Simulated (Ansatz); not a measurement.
# How fast states decay through AlGa3P4

Wanted: the relaxed cell of AlGa3P4, its band edges and its decay constants. It is built by putting P for N in the AlGa3N4 structure of space group P-43m, with the volume rescaled by atomic radii. The parent structure comes from the Materials Project.

Main program and level: Ansatz 0.2.0; PBE DFT, plane waves, PAW files, in the first sound run; inputs show where later runs differ.

The structure was built from a prototype and need not be the compound's stable phase.

## 1. Starting point

It takes space group P-43m (No. 215, cubic). The conventional cell has a = 4.908 Å, b = 4.908 Å, c = 4.908 Å, α = 90.00°, β = 90.00°, γ = 90.00°. Al has 4 P at 2.08 Å nearest. Nearest to Ga lie 4 P at 2.14 Å. P has 1 Al at 2.08 Å and 3 Ga at 2.14 Å nearest. It derives from AlGa3N4. P for N in the AlGa3N4 structure of space group P-43m. Farther neighbours are not listed.

Structure file:

```cif
data_structure
_symmetry_space_group_name_H-M 'P-43m'
_symmetry_Int_Tables_number 215
_cell_length_a 4.9078
_cell_length_b 4.9078
_cell_length_c 4.9078
_cell_angle_alpha 90.000
_cell_angle_beta 90.000
_cell_angle_gamma 90.000
_cell_volume 118.21
loop_
_atom_site_label
_atom_site_type_symbol
_atom_site_symmetry_multiplicity
_atom_site_Wyckoff_symbol
_atom_site_fract_x
_atom_site_fract_y
_atom_site_fract_z
_atom_site_occupancy
Al1 Al 1 a 0.00000 0.00000 0.00000 1
Ga1 Ga 3 c 0.50000 0.50000 0.00000 1
P1 P 4 e 0.75571 0.75571 0.24429 1
```

## 2. Relaxing the new crystal

The substituted atoms don't fit the parent's cell, so cell and atoms relax together. A small smearing keeps the run stable in case the gap closes on the way.

Contents of input.yaml:

```yaml
crystal:
  lattice:
    - [4.9077682548, 0.0, 0.0]
    - [0.0, 4.9077682548, 0.0]
    - [0.0, 0.0, 4.9077682548]
  atoms:
    - { symbol: Al, position: [0.0, 0.0, 0.0] }
    - { symbol: Ga, position: [0.5, 0.5, 0.0] }
    - { symbol: Ga, position: [0.5, 0.0, 0.5] }
    - { symbol: Ga, position: [0.0, 0.5, 0.5] }
    - { symbol: P, position: [0.75571442, 0.75571442, 0.24428558] }
    - { symbol: P, position: [0.75571442, 0.24428558, 0.75571442] }
    - { symbol: P, position: [0.24428558, 0.75571442, 0.75571442] }
    - { symbol: P, position: [0.24428558, 0.24428558, 0.24428558] }
kpoints:
  mp_grid: { grid: [4, 4, 4] }
scf:
  occupations: { method: gaussian, width: 0.03 }
hamiltonian:
  xc: pbe
output:
  forces: true
  stress: true
relax:
  f_tol: 0.02
  max_steps: 60
  cell: {}
```

Run with:

```
> ansatz run input.yaml --threads 2 --pin off --max-ram 4096MiB --backend cpu --events-out ev --progress --plain --runs-dir out
```

Numbers of over 12 decimals in the logs are rounded to 6 here.

The log of the run:

```text
Engine: ansatz 0.2.0, x86_64-unknown-linux-gnu
Pseudopotentials: kind: paw
Pseudopotential: Al, paw, valence charge 3, recommended cutoff 420 eV (normal), Al.paw.azcp
Pseudopotential: Ga, paw, valence charge 13, recommended cutoff 420 eV (normal), Ga.paw.azcp
Pseudopotential: P, paw, valence charge 5, recommended cutoff 420 eV (normal), P.paw.azcp
Functional definition: PBE
  parameter kappa = 0.804
  parameter beta = 0.066725
  exchange = pbe_x(kappa = kappa, mu = beta*pi^2/3)
  correlation = pbe_c(beta = beta)
Crystal: 8 atoms, lattice volume = 118.209 Å³
Basis set: ecut = 420 eV, 2325 PW (Γ), exchange–correlation on 72×72×72 points (8 copies of the dense FFT grid, shifted against one another)
Bands: 39, of which v1, the nominal top of the filled ones, is band 31 counted from 1 (30 counted from 0)
Symmetry: 24 space group operations
Space group: P-43m (ITA 215), of the structure as read, at distance tolerance 4.9e-5 Å
k-points: 10 of 64 (time reversal used)
Non-local potential: Al, projectors of the file, l = 0: 2, l = 1: 2, l = 2: 1
Non-local potential: Ga, projectors of the file, l = 0: 2, l = 1: 2, l = 2: 3, l = 3: 1
Non-local potential: P, projectors of the file, l = 0: 2, l = 1: 2, l = 2: 2
PAW form: soft (Blöchl's): semilocal exchange-correlation on the pseudo side does not see the compensation charge
PAW one-centre angular grid: Al, 110 points (default); XC on 64 Gauss nodes
PAW one-centre angular grid: Ga, 590 points (default); XC on 64 Gauss nodes
PAW one-centre angular grid: P, 110 points (default); XC on 64 Gauss nodes
Initial density: superposition of atomic densities (neutral atoms: chi_scale 0, normalization atom), corrected by the library's trained network
Initial wavefunctions: pseudopotential atomic-orbital guess
Functional: x = pbe(κ = 0.804, μ = 0.219515), c = pbe(β = 0.066725)
SCF iter   1: F=—  HF=-14906.565666 eV  |F-HF|=—  |Δ(HF+E_count)|=         —  Δρ=2.05e-3  dr2=3.49e-3  ethr=1.77e-3  ⟨swp⟩=8.9  Hψ=1893  notcnv=0
preconditioner: auto → Resta (q_TF=auto, 2.450 Å⁻¹)  ε∞=4.5  [insulator: Δε(μ)=1.171 eV  Ē_g=14.370 eV  σ=0.030 eV  W_gap=1.00  n_scr=26 (ndim 8)  ℏωp=26.9 eV  f_vac=0.000  D(μ)=0.00/eV (n_scr^D=0)  ε∞_Penn≈4.5]
SCF iter   2: F=—  HF=-14906.567277 eV  |F-HF|=—  |Δ(HF+E_count)|=   1.61e-3  Δρ=1.29e-3  dr2=1.59e-3  ethr=5.63e-6  ⟨swp⟩=2.7  Hψ=828  notcnv=0  defer=16
SCF iter   3: F=—  HF=-14906.567247 eV  |F-HF|=—  |Δ(HF+E_count)|=   3.03e-5  Δρ=5.48e-4  dr2=5.02e-4  ethr=2.57e-6  ⟨swp⟩=2.3  Hψ=663  notcnv=0  defer=16
SCF iter   4: F=—  HF=-14906.567103 eV  |F-HF|=—  |Δ(HF+E_count)|=   1.44e-4  Δρ=1.93e-4  dr2=7.77e-5  ethr=8.10e-7  ⟨swp⟩=2.0  Hψ=665  notcnv=0  defer=16
SCF iter   5: F=—  HF=-14906.567135 eV  |F-HF|=—  |Δ(HF+E_count)|=   3.22e-5  Δρ=1.17e-4  dr2=1.49e-5  ethr=1.25e-7  ⟨swp⟩=3.0  Hψ=675  notcnv=0  defer=16
SCF iter   6: F=—  HF=-14906.567136 eV  |F-HF|=—  |Δ(HF+E_count)|=   4.33e-7  Δρ=2.69e-5  dr2=1.65e-6  ethr=2.40e-8  ⟨swp⟩=2.0  Hψ=669  notcnv=0  defer=16
SCF iter   7: F=—  HF=-14906.567136 eV  |F-HF|=—  |Δ(HF+E_count)|=   1.75e-8  Δρ=9.72e-6  dr2=1.65e-7  ethr=2.66e-9  ⟨swp⟩=2.4  Hψ=570  notcnv=0  defer=16
SCF iter   8: F=-14906.567136 eV  HF=-14906.567136 eV  |F-HF|=4.50e-9  |Δ(HF+E_count)|=   1.68e-8  Δρ=1.76e-6  dr2=6.45e-9  ethr=1.61e-10  ⟨swp⟩=4.9  Hψ=1212  notcnv=0
SCF 1 converged in 8 iterations: F = -14906.567136 eV  dr2 = 6.45e-9
  greatest PAW one-centre occupation: 0.994 electrons in one spin orbital (limit 2), on the Ga atom at site 1 (counted from 0), in its partial waves of l = 2
relax step   1: F+E_penalty+E_count = -14906.56713583 eV  Δ(F+E_penalty+E_count) = +0.000e0 eV  max|allowed force component| = 8.539e-1 eV/Å  Δτ_max = 0.0000 Å  P = +56.797 GPa  Ω = 118.209 Å³  (8 SCF iters, dr2 threshold 1.00e-7 eV, accepted)
Crystal: 8 atoms, lattice volume = 136.352 Å³
Basis set: ecut = 420 eV, 2601 PW (Γ), exchange–correlation on 72×72×72 points (8 copies of the dense FFT grid, shifted against one another)
Initial density: handed on by an earlier stage of this run
Initial wavefunctions: those handed on with the density
iter 1 solved again at ethr=5.45e-4 eV; its pass at ethr=3.10e-3 eV (dr2=3.38e-1 eV) is discarded
SCF iter   1: F=—  HF=-14911.191233 eV  |F-HF|=—  |Δ(HF+E_count)|=         —  Δρ=1.20e-2  dr2=3.37e-1  ethr=5.45e-4  ⟨swp⟩=1.9  Hψ=2580  notcnv=0
preconditioner: auto → Resta (q_TF=auto, 2.392 Å⁻¹)  ε∞=4.2  [insulator: Δε(μ)=1.227 eV  Ē_g=14.006 eV  σ=0.030 eV  W_gap=1.00  n_scr=26 (ndim 8)  ℏωp=25.0 eV  f_vac=0.004  D(μ)=0.00/eV (n_scr^D=0)  ε∞_Penn≈4.2]
SCF iter   2: F=—  HF=-14911.107314 eV  |F-HF|=—  |Δ(HF+E_count)|=   8.39e-2  Δρ=5.80e-3  dr2=6.58e-2  ethr=5.44e-4  ⟨swp⟩=3.1  Hψ=617  notcnv=0
SCF iter   3: F=—  HF=-14911.099221 eV  |F-HF|=—  |Δ(HF+E_count)|=   8.09e-3  Δρ=2.02e-3  dr2=5.25e-3  ethr=1.06e-4  ⟨swp⟩=4.0  Hψ=857  notcnv=0
SCF iter   4: F=—  HF=-14911.100096 eV  |F-HF|=—  |Δ(HF+E_count)|=   8.75e-4  Δρ=9.31e-4  dr2=1.45e-3  ethr=8.47e-6  ⟨swp⟩=2.0  Hψ=779  notcnv=0
SCF iter   5: F=—  HF=-14911.100577 eV  |F-HF|=—  |Δ(HF+E_count)|=   4.81e-4  Δρ=2.73e-4  dr2=1.15e-4  ethr=2.34e-6  ⟨swp⟩=2.0  Hψ=700  notcnv=0
SCF iter   6: F=—  HF=-14911.100721 eV  |F-HF|=—  |Δ(HF+E_count)|=   1.44e-4  Δρ=4.96e-5  dr2=2.23e-6  ethr=1.85e-7  ⟨swp⟩=3.0  Hψ=731  notcnv=0
SCF iter   7: F=-14911.100726 eV  HF=-14911.100726 eV  |F-HF|=8.10e-8  |Δ(HF+E_count)|=   4.85e-6  Δρ=9.57e-6  dr2=1.35e-7  ethr=1.29e-9  ⟨swp⟩=5.5  Hψ=1622  notcnv=0
SCF 2 converged in 7 iterations: F = -14911.100726 eV  dr2 = 1.35e-7
  greatest PAW one-centre occupation: 0.994 electrons in one spin orbital (limit 2), on the Ga atom at site 2 (counted from 0), in its partial waves of l = 2
relax step   2: F+E_penalty+E_count = -14911.10072631 eV  Δ(F+E_penalty+E_count) = -4.534e0 eV  max|allowed force component| = 1.591e-1 eV/Å  Δτ_max = 0.0355 Å  P = +24.563 GPa  Ω = 136.352 Å³  energy of the carried Pulay correction = -6.493e-3 eV  (7 SCF iters, dr2 threshold 8.00e-7 eV, accepted)
Crystal: 8 atoms, lattice volume = 154.388 Å³
Basis set: ecut = 420 eV, 2969 PW (Γ), exchange–correlation on 72×72×72 points (8 copies of the dense FFT grid, shifted against one another)
iter 1 solved again at ethr=2.48e-4 eV; its pass at ethr=3.10e-3 eV (dr2=1.53e-1 eV) is discarded
SCF iter   1: F=—  HF=-14912.807878 eV  |F-HF|=—  |Δ(HF+E_count)|=         —  Δρ=7.92e-3  dr2=1.55e-1  ethr=2.48e-4  ⟨swp⟩=1.8  Hψ=2392  notcnv=0
preconditioner: auto → Resta (q_TF=auto, 2.343 Å⁻¹)  ε∞=4.1  [insulator: Δε(μ)=1.514 eV  Ē_g=13.471 eV  σ=0.030 eV  W_gap=1.00  n_scr=32 (ndim 8)  ℏωp=23.5 eV  f_vac=0.011  D(μ)=0.00/eV (n_scr^D=0)  ε∞_Penn≈4.1]
SCF iter   2: F=—  HF=-14912.774874 eV  |F-HF|=—  |Δ(HF+E_count)|=   3.30e-2  Δρ=4.21e-3  dr2=3.97e-2  ethr=2.48e-4  ⟨swp⟩=2.7  Hψ=571  notcnv=0
SCF iter   3: F=—  HF=-14912.773789 eV  |F-HF|=—  |Δ(HF+E_count)|=   1.08e-3  Δρ=1.34e-3  dr2=2.46e-3  ethr=6.40e-5  ⟨swp⟩=3.1  Hψ=807  notcnv=0
SCF iter   4: F=—  HF=-14912.774348 eV  |F-HF|=—  |Δ(HF+E_count)|=   5.59e-4  Δρ=7.18e-4  dr2=8.97e-4  ethr=3.96e-6  ⟨swp⟩=2.9  Hψ=903  notcnv=0
SCF iter   5: F=—  HF=-14912.774568 eV  |F-HF|=—  |Δ(HF+E_count)|=   2.20e-4  Δρ=2.30e-4  dr2=1.15e-4  ethr=1.45e-6  ⟨swp⟩=2.0  Hψ=690  notcnv=0
SCF iter   6: F=—  HF=-14912.774663 eV  |F-HF|=—  |Δ(HF+E_count)|=   9.52e-5  Δρ=4.43e-5  dr2=3.32e-6  ethr=1.86e-7  ⟨swp⟩=2.0  Hψ=691  notcnv=0
SCF iter   7: F=-14912.774671 eV  HF=-14912.774671 eV  |F-HF|=1.32e-7  |Δ(HF+E_count)|=   7.45e-6  Δρ=9.36e-6  dr2=2.10e-7  ethr=1.29e-9  ⟨swp⟩=6.0  Hψ=1632  notcnv=0
SCF 3 converged in 7 iterations: F = -14912.774671 eV  dr2 = 2.10e-7
relax step   3: F+E_penalty+E_count = -14912.77467083 eV  Δ(F+E_penalty+E_count) = -1.674e0 eV  max|allowed force component| = 3.758e-2 eV/Å  Δτ_max = 0.0069 Å  P = +6.823 GPa  Ω = 154.388 Å³  energy of the carried Pulay correction = -1.210e-2 eV  (7 SCF iters, dr2 threshold 8.00e-7 eV, accepted)
[...]
relax step   4: F+E_penalty+E_count = -14912.97852621 eV  Δ(F+E_penalty+E_count) = -2.039e-1 eV  max|allowed force component| = 3.404e-3 eV/Å  Δτ_max = 0.0022 Å  P = +1.366 GPa  Ω = 162.651 Å³  energy of the carried Pulay correction = -1.443e-2 eV  (6 SCF iters, dr2 threshold 8.00e-7 eV, accepted)
[...]
relax step   5: F+E_penalty+E_count = -14912.98799150 eV  Δ(F+E_penalty+E_count) = -9.465e-3 eV  max|allowed force component| = 8.968e-4 eV/Å  Δτ_max = 0.0002 Å  P = +0.103 GPa  Ω = 164.861 Å³  energy of the carried Pulay correction = -1.503e-2 eV  (5 SCF iters, dr2 threshold 8.00e-7 eV, accepted)
[...]
relax step   6: F+E_penalty+E_count = -14912.98800354 eV  Δ(F+E_penalty+E_count) = -1.204e-5 eV  max|allowed force component| = 7.119e-5 eV/Å  Δτ_max = 0.0001 Å  P = +0.002 GPa  Ω = 165.047 Å³  energy of the carried Pulay correction = -1.508e-2 eV  (5 SCF iters, dr2 threshold 2.67e-8 eV, accepted)
[...]
relax step   7: F+E_penalty+E_count = -14913.09001675 eV  Δ(F+E_penalty+E_count) = -1.020e-1 eV  max|allowed force component| = 5.686e-4 eV/Å  Δτ_max = 0.0000 Å  P = +0.957 GPa  Ω = 165.047 Å³  stress off target by 9.57e-1 GPa  SCF on the basis re-selected at this cell (its energy is not comparable with the rows above)  (9 SCF iters)
[...]
relax step   8: F+E_penalty+E_count = -14913.09536629 eV  Δ(F+E_penalty+E_count) = -5.350e-3 eV  max|allowed force component| = 1.392e-3 eV/Å  Δτ_max = 0.0005 Å  P = +0.107 GPa  Ω = 166.799 Å³  energy of the carried Pulay correction = -4.290e-4 eV  (5 SCF iters, dr2 threshold 8.00e-7 eV, accepted)
[...]
relax step   9: F+E_penalty+E_count = -14913.09538365 eV  Δ(F+E_penalty+E_count) = -1.736e-5 eV  max|allowed force component| = 6.454e-4 eV/Å  Δτ_max = 0.0002 Å  P = -0.001 GPa  Ω = 167.031 Å³  energy of the carried Pulay correction = -4.892e-4 eV  (5 SCF iters, dr2 threshold 2.87e-8 eV, accepted)
iter 1 solved again at ethr=8.30e-7 eV; its pass at ethr=3.10e-3 eV (dr2=5.15e-4 eV) is discarded
SCF iter   1: F=—  HF=-14913.095378 eV  |F-HF|=—  |Δ(HF+E_count)|=         —  Δρ=1.21e-4  dr2=5.67e-7  ethr=8.30e-7  ⟨swp⟩=3.4  Hψ=2845  notcnv=0
eigensolver tolerance schedule: the retry pair's looser diagonalisation over-reported the residual by 906.86 of it (diagonalisation noise at 0.32 of the residual, at the tolerance the schedule requests for it); recorded, not acted on — ethr = c·dr2/N_el stays at c = 1.0e-1
preconditioner: auto → Resta (q_TF=auto, 2.313 Å⁻¹)  ε∞=4.0  [insulator: Δε(μ)=1.640 eV  Ē_g=13.127 eV  σ=0.030 eV  W_gap=1.00  n_scr=32 (ndim 8)  ℏωp=22.6 eV  f_vac=0.002  D(μ)=0.00/eV (n_scr^D=0)  ε∞_Penn≈4.0]
SCF iter   2: F=—  HF=-14913.095760 eV  |F-HF|=—  |Δ(HF+E_count)|=   3.82e-4  Δρ=6.19e-5  dr2=2.53e-7  ethr=9.15e-10  ⟨swp⟩=3.0  Hψ=771  notcnv=0
SCF iter   3: F=—  HF=-14913.095881 eV  |F-HF|=—  |Δ(HF+E_count)|=   1.22e-4  Δρ=1.67e-5  dr2=1.39e-8  ethr=4.07e-10  ⟨swp⟩=2.0  Hψ=677  notcnv=0
SCF iter   4: F=—  HF=-14913.095891 eV  |F-HF|=—  |Δ(HF+E_count)|=   9.77e-6  Δρ=1.36e-6  dr2=7.19e-10  ethr=2.25e-11  ⟨swp⟩=2.0  Hψ=708  notcnv=0
SCF iter   5: F=—  HF=-14913.095891 eV  |F-HF|=—  |Δ(HF+E_count)|=   5.44e-8  Δρ=2.60e-7  dr2=1.12e-10  ethr=1.00e-12  ⟨swp⟩=5.9  Hψ=1489  notcnv=0
SCF iter   6: F=-14913.095891 eV  HF=-14913.095891 eV  |F-HF|=6.38e-10  |Δ(HF+E_count)|=  3.11e-10  Δρ=1.57e-7  dr2=2.08e-11  ethr=1.00e-12  ⟨swp⟩=4.6  Hψ=1349  notcnv=0
SCF 10 converged in 6 iterations: F = -14913.095891 eV  dr2 = 2.08e-11
relax step  10: F+E_penalty+E_count = -14913.09589110 eV  Δ(F+E_penalty+E_count) = -5.075e-4 eV  max|allowed force component| = 6.361e-4 eV/Å  Δτ_max = 0.0000 Å  P = -0.005 GPa  Ω = 167.031 Å³  stress off target by 5.19e-3 GPa  SCF on the basis re-selected at this cell (its energy is not comparable with the rows above)  (6 SCF iters)
basis re-selected at this cell: Δ(F+E_penalty+E_count) = -5.075e-4 eV, ΔP = -0.004 GPa vs the last step (what re-selecting the basis moved, of the pressure what is left beyond the Pulay correction that the steps carried, after the strain that the cell walked since its last selection, with what the two solves' SCF thresholds leave and, on support functions, any second-order correction that the steps lacked; it is no m [...]
SCF converged after 6 iterations
Free energy (F): -14913.095891 eV
Harris-Foulkes:  -14913.095891 eV  (|F-HF|=6.38e-10)
Internal energy: -14913.095891 eV  (E = F + TS)
E sigma→0 (E₀):  -14913.095891 eV
Fermi energy:    7.028338 eV
--- Per-component energies (eV) ---
  E_band       = -199.652315
  E_kinetic    = 649.200362
  E_local      = -7189.810792  (includes V_loc(G=0)·N_el)
  E_nonlocal   = 1421.203750
  E_hartree    = 3317.239928
  E_xc         = -492.063186
  E_vxc        = -444.759670  (∫ρ·V_xc dr)
  E_paw        = -8712.853988  (= ΣΔE_a)
  E_vpaw       = -1269.965677  (= ΣTr[D̂ρ^β])
  E_aug_tail   = -0.000269  (compensation charges beyond the density's cutoff)
  E_ewald      = -3906.011697
  E_smearing   = -0.000000  (= −TS)
  E_closure    = 0.000000  (closes the sum)
  Σ components = -14913.095891   (vs F -14913.095891, Δ=0.00e0)
--- Forces (eV/Å), atoms counted from 1 ---
  atom   1  Al     0.00000000     0.00000000     0.00000000
  atom   2  Ga     0.00000000     0.00000000     0.00000000
  atom   3  Ga     0.00000000    -0.00000000     0.00000000
  atom   4  Ga     0.00000000     0.00000000     0.00000000
  atom   5  P      0.00063606     0.00063606    -0.00063606
  atom   6  P      0.00063606    -0.00063606     0.00063606
  atom   7  P     -0.00063606     0.00063606     0.00063606
  atom   8  P     -0.00063606    -0.00063606    -0.00063606
  max |Σ_I F_I| component: 5.79e-17 eV/Å
--- Stress (GPa, compression-positive) ---
       -0.005192      -0.000000      -0.000000
       -0.000000      -0.005192       0.000000
       -0.000000       0.000000      -0.005192
  P = ⅓ Tr σ = -0.0052 GPa (-0.052 kbar)
--- Relaxed structure (8 steps of the walk, 8 accepted, 2 SCFs on fresh bases) ---
  F+E_penalty+E_count = -14913.09589110 eV   max|allowed force component| = 6.361e-4 eV/Å   (the final SCF, on the basis selected at the relaxed cell)
  cell:  # Å, volume = 167.0309 Å³
    - [5.507218, 0, 0]
    - [0, 5.507218, 0]
    - [0, 0, 5.507218]
  atoms:
    - { symbol: Al, position: [1.1080294013585594e-19, 0, -1.705191664396045e-19] }
    - { symbol: Ga, position: [0.500000, 0.500000, -1.7051916643960446e-19] }
    - { symbol: Ga, position: [0.500000, 0, 0.500000] }
    - { symbol: Ga, position: [1.1080294013585616e-19, 0.500000, 0.500000] }
    - { symbol: P, position: [0.750501, 0.750501, 0.249499] }
    - { symbol: P, position: [0.750501, 0.249499, 0.750501] }
    - { symbol: P, position: [0.249499, 0.750501, 0.750501] }
    - { symbol: P, position: [0.249499, 0.249499, 0.249499] }
```

The job ended after 17 s (2 threads of Intel Xeon Platinum 8488C (Sapphire Rapids), shared host; peak memory 0.47 GiB).

Relaxation path:

| step | energy less that of the first step (eV) | largest force component (eV/Å) | pressure (GPa) | volume (Å³) |
| --- | --- | --- | --- | --- |
| 1 | 0.0000 | 0.8539 | 56.80 | 118.21 |
| 2 | -4.5336 | 0.1591 | 24.56 | 136.35 |
| 3 | -6.2075 | 0.0376 | 6.82 | 154.39 |
| 4 | -6.4114 | 0.0034 | 1.37 | 162.65 |
| 5 | -6.4209 | 0.0009 | 0.10 | 164.86 |
| 6 | -6.4209 | 0.0001 | 0.00 | 165.05 |
| 7* | -6.5229 | 0.0006 | 0.96 | 165.05 |
| 8 | -6.5282 | 0.0014 | 0.11 | 166.80 |
| 9 | -6.5282 | 0.0006 | 0.00 | 167.03 |
| 10* | -6.5288 | 0.0006 | -0.01 | 167.03 |

Relaxation steps marked * repeat the geometry before them on a plane-wave basis chosen anew for their cell, so energy and pressure can jump there.

Forces are held to the 24 operations that the run works with; a distortion that breaks them can't arise in this run.

| cell as run | before | after | change |
| --- | --- | --- | --- |
| a (Å) | 4.908 | 5.507 | +12.2 % |
| b (Å) | 4.908 | 5.507 | +12.2 % |
| c (Å) | 4.908 | 5.507 | +12.2 % |
| volume (Å³/atom) | 14.78 | 20.88 | +41.3 % |

The atoms that moved most (Å, as changes of fractional coordinates times the final cell):

| atom | dx | dy | dz | length |
| --- | --- | --- | --- | --- |
| P8 | 0.029 | 0.029 | 0.029 | 0.050 |
| P7 | 0.029 | -0.029 | -0.029 | 0.050 |
| P5 | -0.029 | -0.029 | 0.029 | 0.050 |
| P6 | -0.029 | 0.029 | -0.029 | 0.050 |

Numbers from this step:

* free energy: -14913.0959 eV
* Fermi energy: 7.028 eV
* pressure: -0.005192 GPa

The largest force component on a free atom ends at 6.4e-4 eV/Å.

(Continued in part 2 of 3.)

[Logs are printed without paths, hosts, clocks, repeated set-up lines and the standing remarks that a program may print on its own settings, such as how far it seeks lower states.]

[Hosts, paths, dates, database ids (printed as entryN), source tags and the programs' standing remarks are cut or masked in the printed files.]
